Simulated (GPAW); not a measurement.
# MoS227 Mn2 d5p47: which magnetic order is lowest, part 2 of 2

Wanted: the moments of MoS227 Mn2 d5p47 and the energy of each order that was tried.

GPAW 26.7.0; PBE with U = 4 eV on Mn d; plane waves with GPAW's PAW setups, scalar-relativistic.

So far. Step 2 (Start 1: ferro ++): After 40 cycles the largest moment stands at 3.60 μB.

### 3. Start 2: antiferro +-

Another pattern of signs weighs the neighbour shells otherwise.

Contents of order2.py:

```python
import json
import numpy as np
from ase import Atoms
from ase.parallel import paropen, parprint
from gpaw import GPAW

atoms = Atoms(['Mn', 'S', 'S', 'Mo', 'S', 'S', 'Mo', 'S', 'S', 'Mo', 'S', 'S', 'Mo', 'S', 'S', 'Mo', 'S', 'S', 'Mo', 'S', 'S', 'Mn', 'S', 'S', 'Mo', 'S', 'S'],
    cell=[[9.48, 0.0, 0.0],
         [-4.74, 8.209921, 0.0],
         [0.0, -0.0, 16.13]],
    scaled_positions=[[0.0, 0.0, 0.5],
         [0.222222, 0.111111, 0.597024],
         [0.222222, 0.111111, 0.402976],
         [0.0, 0.333333, 0.5],
         [0.222222, 0.444444, 0.597024],
         [0.222222, 0.444444, 0.402976],
         [0.0, 0.666667, 0.5],
         [0.222222, 0.777778, 0.597024],
         [0.222222, 0.777778, 0.402976],
         [0.333333, 0.0, 0.5],
         [0.555556, 0.111111, 0.597024],
         [0.555556, 0.111111, 0.402976],
         [0.333333, 0.333333, 0.5],
         [0.555556, 0.444444, 0.597024],
         [0.555556, 0.444444, 0.402976],
         [0.333333, 0.666667, 0.5],
         [0.555556, 0.777778, 0.597024],
         [0.555556, 0.777778, 0.402976],
         [0.666667, 0.0, 0.5],
         [0.888889, 0.111111, 0.597024],
         [0.888889, 0.111111, 0.402976],
         [0.666667, 0.333333, 0.5],
         [0.888889, 0.444444, 0.597024],
         [0.888889, 0.444444, 0.402976],
         [0.666667, 0.666667, 0.5],
         [0.888889, 0.777778, 0.597024],
         [0.888889, 0.777778, 0.402976]],
    pbc=True,
    magmoms=[4.5, 0.0, 0.0, 0.0, 0.0, 0.0, 0.0, 0.0, 0.0, 0.0, 0.0, 0.0, 0.0, 0.0, 0.0, 0.0, 0.0, 0.0, 0.0, 0.0, 0.0, -4.5, 0.0, 0.0, 0.0, 0.0, 0.0])
atoms.calc = GPAW(mode={'name': 'pw', 'ecut': 450},
    xc='PBE',
    kpts={'size': (4, 4, 1), 'gamma': True},
    occupations={'name': 'fermi-dirac', 'width': 0.05},
    convergence={'density': 1e-05, 'energy': 1e-05},
    maxiter=200,
    mixer={'name': 'pulay', 'beta': 0.05, 'nmaxold': 6, 'weight': 50},
    setups={'Mn': ':d,4.0'},
    symmetry={'tolerance': 1e-4},
    txt='order2.txt')
e = atoms.get_potential_energy(force_consistent=True)
res = {'free_energy': e, 'energy_sigma0': atoms.get_potential_energy(), 'fermi_energy': atoms.calc.get_fermi_level()}
res['moments'] = atoms.get_magnetic_moments().tolist()
res['total'] = atoms.get_magnetic_moment()
parprint('site moments (muB):', np.round(res['moments'], 3))
parprint(f"total moment: {res['total']:.3f} muB")
parprint(f'free energy: {e:.6f} eV')
atoms.calc.write('order2.gpw')
with paropen('results.json', 'w') as f:
    json.dump(res, f)
```

On the command line:

```sh
$ OMP_NUM_THREADS=1 mpirun -n 4 gpaw python order2.py > order2.log
```

Numbers of over 12 decimals in the logs are rounded to 6 here.

Output:

```text
site moments (muB): [ 3.662 -0.097 -0.097 -0.01   0.011  0.011 -0.01   0.011  0.011 -0.01
  0.089  0.089 -0.01   0.089  0.089  0.012  0.011  0.011 -0.01  -0.097
 -0.097 -3.666  0.089  0.089 -0.01  -0.097 -0.097]
total moment: -0.026 muB
free energy: -185.380727 eV

--- order2.txt ---
Input parameters:
  mode=PW(ecut=450),
  convergence={'density': 1e-05, 'energy': 1e-05},
  kpts=MonkhorstPack(size=(4, 4, 1), gamma=True),
  maxiter=200,
  mixer=Pulay(name='pulay', nmaxold=6, beta=0.05, weight=50, sigma=0.015, g_ss=None),
  occupations=Occupations(name='fermi-dirac', width=0.05),
  setups={'Mn': ':d,4.0'},
  symmetry=Symmetry(tolerance=0.0001),
  xc=XC(name='PBE')

Diagonalizing LCAO Hamiltonian
Converting LCAO to pw mode

               S      S       S
                 S       S      S
          Mo      Mo      Mo
                   S       S       S
             MoS    MoS     MnS
               MnS     MoS    MoS

                   S       S       S

Atoms  # Å, Bohr magnetons
|    | symbol |         x |        y |        z |    initial magnetic moments |
|----|--------|-----------|----------|----------|-----------------------------|
|  0 |     Mn |  0.000000 | 0.000000 | 8.065000 | ( 0.0000,  0.0000,  4.5000) |
|  1 |      S |  1.579998 | 0.912213 | 9.629997 | ( 0.0000,  0.0000,  0.0000) |
|  2 |      S |  1.579998 | 0.912213 | 6.500003 | ( 0.0000,  0.0000,  0.0000) |
|  3 |     Mo | -1.579998 | 2.736638 | 8.065000 | ( 0.0000,  0.0000,  0.0000) |
|  4 |      S | -0.000000 | 3.648850 | 9.629997 | ( 0.0000,  0.0000,  0.0000) |
|  5 |      S | -0.000000 | 3.648850 | 6.500003 | ( 0.0000,  0.0000,  0.0000) |
|  6 |     Mo | -3.160002 | 5.473283 | 8.065000 | ( 0.0000,  0.0000,  0.0000) |
|  7 |      S | -1.580003 | 6.385496 | 9.629997 | ( 0.0000,  0.0000,  0.0000) |
|  8 |      S | -1.580003 | 6.385496 | 6.500003 | ( 0.0000,  0.0000,  0.0000) |
|  9 |     Mo |  3.159997 | 0.000000 | 8.065000 | ( 0.0000,  0.0000,  0.0000) |
| 10 |      S |  4.740005 | 0.912213 | 9.629997 | ( 0.0000,  0.0000,  0.0000) |
| 11 |      S |  4.740005 | 0.912213 | 6.500003 | ( 0.0000,  0.0000,  0.0000) |
| 12 |     Mo |  1.579998 | 2.736638 | 8.065000 | ( 0.0000,  0.0000,  0.0000) |
| 13 |      S |  3.160006 | 3.648850 | 9.629997 | ( 0.0000,  0.0000,  0.0000) |
| 14 |      S |  3.160006 | 3.648850 | 6.500003 | ( 0.0000,  0.0000,  0.0000) |
| 15 |     Mo | -0.000005 | 5.473283 | 8.065000 | ( 0.0000,  0.0000,  0.0000) |
| 16 |      S |  1.580003 | 6.385496 | 9.629997 | ( 0.0000,  0.0000,  0.0000) |
| 17 |      S |  1.580003 | 6.385496 | 6.500003 | ( 0.0000,  0.0000,  0.0000) |
| 18 |     Mo |  6.320003 | 0.000000 | 8.065000 | ( 0.0000,  0.0000,  0.0000) |
| 19 |      S |  7.900002 | 0.912213 | 9.629997 | ( 0.0000,  0.0000,  0.0000) |
| 20 |      S |  7.900002 | 0.912213 | 6.500003 | ( 0.0000,  0.0000,  0.0000) |
| 21 |     Mn |  4.740005 | 2.736638 | 8.065000 | ( 0.0000,  0.0000, -4.5000) |
| 22 |      S |  6.320003 | 3.648850 | 9.629997 | ( 0.0000,  0.0000,  0.0000) |
| 23 |      S |  6.320003 | 3.648850 | 6.500003 | ( 0.0000,  0.0000,  0.0000) |
| 24 |     Mo |  3.160002 | 5.473283 | 8.065000 | ( 0.0000,  0.0000,  0.0000) |
| 25 |      S |  4.740000 | 6.385496 | 9.629997 | ( 0.0000,  0.0000,  0.0000) |
| 26 |      S |  4.740000 | 6.385496 | 6.500003 | ( 0.0000,  0.0000,  0.0000) |

Unit cell  # Å
| periodic |         x |         y |         z |   lengths |     angles |
|----------|-----------|-----------|-----------|-----------|------------|
|      yes |  9.480000 |  0.000000 |  0.000000 |  9.480000 |  90.000000 |
|      yes | -4.740000 |  8.209921 |  0.000000 |  9.480000 |  90.000000 |
|      yes |  0.000000 | -0.000000 | 16.130000 | 16.130000 | 119.999999 |

Number of symmetries: 12

BZ-sampling:
  Number of BZ points: 16
  Number of IBZ points: 4

  Monkhorst-Pack size: [4, 4, 1]
  Monkhorst-Pack shift: [0.125, 0.125, 0.0]

Plane wave coefficients: 27283
Cutoff: 450.000000 eV

Spin-components: 2 (collinear spins)
Bands:           146
Projectors:      144
Spin-degeneracy: 1
Datatype:        complex128

Parallelization:
  kpt:    4
  domain: 1
  band:   1

Density:
  Valence electrons: 236.0
  Components: 2
  Grid points: [48 48 80]
  Charge: 0.0  # |e|

Potential:
  Grid points: [48 48 80]

[... setups left out ...]
Reference energy: -1029403.842722  # eV

eigensolver:
  PPCG
  Converge bands: occupied
  niter=2

density mixing:
  Pulay-Mixer
  Linear mixing parameters: 0.05
  Old densities: 6
  Fourier metric: weight=50, sigma=0.015

occupation numbers:
  Fermi-Dirac:
    width: 0.0500  # eV

poisson solver:
  ecut: 3600.000000  # eV

xc functional:
  name: PBE with 2 nearest neighbor stencil

convergence criteria:
- Maximum integral of absolute [dens]ity change: 1e-05 electrons / valence electron
- Maximum [total energy] change in last 3 cyles: 1e-05 eV / valence electron
- Maximum integral of absolute [eigenst]ate change: 4e-08 eV^2 / valence electron
maximum number of iterations: 200

SCF iterations
|iter     |      energy | eigst |  dens |  magmom |
|---------|-------------|-------|-------|---------|
|iter:   1|       0s | -198.556392 | +0.63 |       |  -0.0000|
|iter:   2|      21s | -192.941054 | -0.33 | -0.92 |  +0.0002|
|iter:   3|      42s | -187.097771 | -0.49 | -1.03 |  -0.0001|
|iter:   4|      63s | -186.494465 | -1.63 | -1.18 |  -0.0072|
|iter:   5|      85s | -185.260400 | -0.95 | -1.21 |  -0.0312|
|iter:   6|     107s | -185.171475 | -1.82 | -1.44 |  -0.0229|
|iter:   7|     129s | -185.160178 | -2.04 | -1.47 |  -0.0257|
|iter:   8|     151s | -185.222504 | -2.42 | -1.59 |  -0.0220|
|iter:   9|     171s | -185.282441 | -2.81 | -1.72 |  -0.0209|
|iter:  10|     192s | -185.305677 | -2.71 | -1.90 |  -0.0260|
[... 16 iterations left out ...]
|iter:  27|     544s | -185.327631c| -6.30 | -4.26 |  -0.0265|
|iter:  28|     565s | -185.327631c| -6.48 | -4.30 |  -0.0265|
|iter:  29|     586s | -185.327630c| -6.64 | -4.39 |  -0.0265|
|iter:  30|     606s | -185.327624c| -6.76 | -4.54 |  -0.0265|
|iter:  31|     630s | -185.327619c| -6.96 | -4.69 |  -0.0264|
|iter:  32|     652s | -185.327610c| -7.03 | -4.76 |  -0.0263|
|iter:  33|     673s | -185.327607c| -7.25 | -4.89 |  -0.0263|
|iter:  34|     694s | -185.327603c| -7.39 | -4.93 |  -0.0263|
|iter:  35|     704s | -185.327603c| -7.53c| -5.00 |  -0.0263|
|iter:  36|     715s | -185.327602c| -7.59c| -5.03c|  -0.0263|

Converged in 36 steps
Energy contributions relative to reference atoms: (reference = -1029403.842722)

Energy contributions:
  Kinetic:          55.983416
  Coulomb:         -91.826157
  Zero:             -0.819990
  External:          0.000000
  Xc:             -148.611747
  Entropy:          -0.106249
  Spinorbit:         0.000000
  ----------------------------
  Free energy:    -185.380727
  Extrapolated:   -185.327602

dipole moment: (-14.057245, -98.278976, 0.000037)  # |e|*Ang

Total magnetic moment: (0.000000, 0.000000, -0.026277)

Local magnetic moments
|        x |        y |         z |
|----------|----------|-----------|
| 0.000000 | 0.000000 |  3.661505 |  # Mn   0
| 0.000000 | 0.000000 | -0.096526 |  # S    1
| 0.000000 | 0.000000 | -0.096526 |  # S    2
| 0.000000 | 0.000000 | -0.009506 |  # Mo   3
| 0.000000 | 0.000000 |  0.010705 |  # S    4
| 0.000000 | 0.000000 |  0.010705 |  # S    5
| 0.000000 | 0.000000 | -0.009506 |  # Mo   6
| 0.000000 | 0.000000 |  0.010705 |  # S    7
| 0.000000 | 0.000000 |  0.010705 |  # S    8
| 0.000000 | 0.000000 | -0.009506 |  # Mo   9
| 0.000000 | 0.000000 |  0.088883 |  # S   10
| 0.000000 | 0.000000 |  0.088883 |  # S   11
[...]
| 0.000000 | 0.000000 | -0.096526 |  # S   19
| 0.000000 | 0.000000 | -0.096526 |  # S   20
| 0.000000 | 0.000000 | -3.666243 |  # Mn  21
| 0.000000 | 0.000000 |  0.088883 |  # S   22
| 0.000000 | 0.000000 |  0.088883 |  # S   23
| 0.000000 | 0.000000 | -0.009506 |  # Mo  24
| 0.000000 | 0.000000 | -0.096526 |  # S   25
| 0.000000 | 0.000000 | -0.096526 |  # S   26

Fermi level: -0.276
Eigenvalues  # (at kpt = [0.000, 0.000, 0.000])
| band index |      eig [eV] | occ [0-1] |      eig [eV] | occ [0-1] |
|------------|---------------|-----------|---------------|-----------|
|          0 |       -81.673 |     1.000 |       -81.675 |     1.000 |
|        ... |               |           |               |           |
|        110 |        -1.988 |     1.000 |        -1.979 |     1.000 |
|        111 |        -1.776 |     1.000 |        -1.788 |     1.000 |
|        112 |        -1.740 |     1.000 |        -1.728 |     1.000 |
|        113 |        -1.740 |     1.000 |        -1.728 |     1.000 |
|        114 |        -1.034 |     1.000 |        -1.047 |     1.000 |
|        115 |        -1.034 |     1.000 |        -1.047 |     1.000 |
|        116 |        -0.903 |     1.000 |        -0.910 |     1.000 |
|        117 |        -0.298 |     0.608 |        -0.276 |     0.499 |
|        118 |        -0.019 |     0.006 |        -0.011 |     0.005 |
|        119 |        -0.019 |     0.006 |        -0.010 |     0.005 |
|        120 |         0.142 |     0.000 |         0.136 |     0.000 |
|        121 |         0.142 |     0.000 |         0.136 |     0.000 |
|        122 |         0.790 |     0.000 |         0.780 |     0.000 |
|        123 |         1.126 |     0.000 |         1.146 |     0.000 |
|        124 |         1.231 |     0.000 |         1.213 |     0.000 |
|        ... |               |           |               |           |
|        145 |         2.904 |     0.000 |         2.916 |     0.000 |

No gap
No difference between direct/indirect transitions
```

Elapsed: 12 min, on 4 MPI ranks of Arm Neoverse V2, shared host; peak memory 3.6 GiB; 50 min of CPU time.

Spin moment in the augmentation sphere by element, in μB:

```
element  atoms   mean  spread (r.m.s.)  least  largest
     Mn      2   0.00             3.66  -3.67     3.66
      S     18   0.00             0.08  -0.10     0.09
     Mo      7  -0.01             0.01  -0.01     0.01
```

The atoms farthest from the mean of their element:

```
atom       x, y, z (Å)  spin moment in the augmentation sphere (μB)
 Mn1  0.00, 0.00, 8.06                                         3.66
Mn22  4.74, 2.74, 8.06                                        -3.67
  S3  1.58, 0.91, 6.50                                        -0.10
  S2  1.58, 0.91, 9.63                                        -0.10
 S26  4.74, 6.39, 9.63                                        -0.10
 S21  7.90, 0.91, 6.50                                        -0.10
 S20  7.90, 0.91, 9.63                                        -0.10
 S27  4.74, 6.39, 6.50                                        -0.10
```

Numbers from this step:

```
magnetization : -0.02628 μB
final state   : antiferromagnetic
```

It lies 10.1 meV a seeded atom over the first start, and its largest moment is 3.67 μB against 3.60 μB.

### 4. The states side by side

These are free energies at a smearing of 0.05 eV, so its entropy term is in the differences. They are divided by the number of seeded atoms, so that cells of unlike size compare.

Orders:

```
       start        final state  typed order kept  energy over the lowest (meV a seeded atom)  largest site moment (μB)  net moment (μB a primitive cell)  mesh matched  CPU time (s)
    ferro ++      ferromagnetic               yes                                           0                     3.596                             2.022           yes          3246
antiferro +-  antiferromagnetic               yes                                       10.13                     3.666                           0.02628           yes          2986
```

### 5. What came out

| Property | Result |
| --- | --- |
| lowest state found | ferromagnetic (typed ferro ++) |
| largest site moment | 3.60 μB |
| next state | antiferromagnetic, 10.1 meV a seeded atom higher |

**Reading.** The lowest state found is ferromagnetic, reached from the start ferro ++, with moments up to 3.60 μB. The next state costs 10 meV a seeded atom. Only 2 starts are shown; other collinear patterns, canted and longer-period orders are not.

[Logs and program files are shortened in this print: banners, set-up blocks, solver, clock and traceback lines can be left out without a mark of their own.]

[Logs are printed without paths, hosts, clocks, repeated set-up lines and the standing remarks that a program may print on its own settings, such as how far it seeks lower states.]

[Hosts, paths, dates, database ids (printed as entryN), source tags and the programs' standing remarks are cut or masked in the printed files.]

[Where a cell is said to come from a database of computed structures, the database is the Materials Project.]

[Lattice constants of own cells that a recipe calls measured were typed without a cited source.]
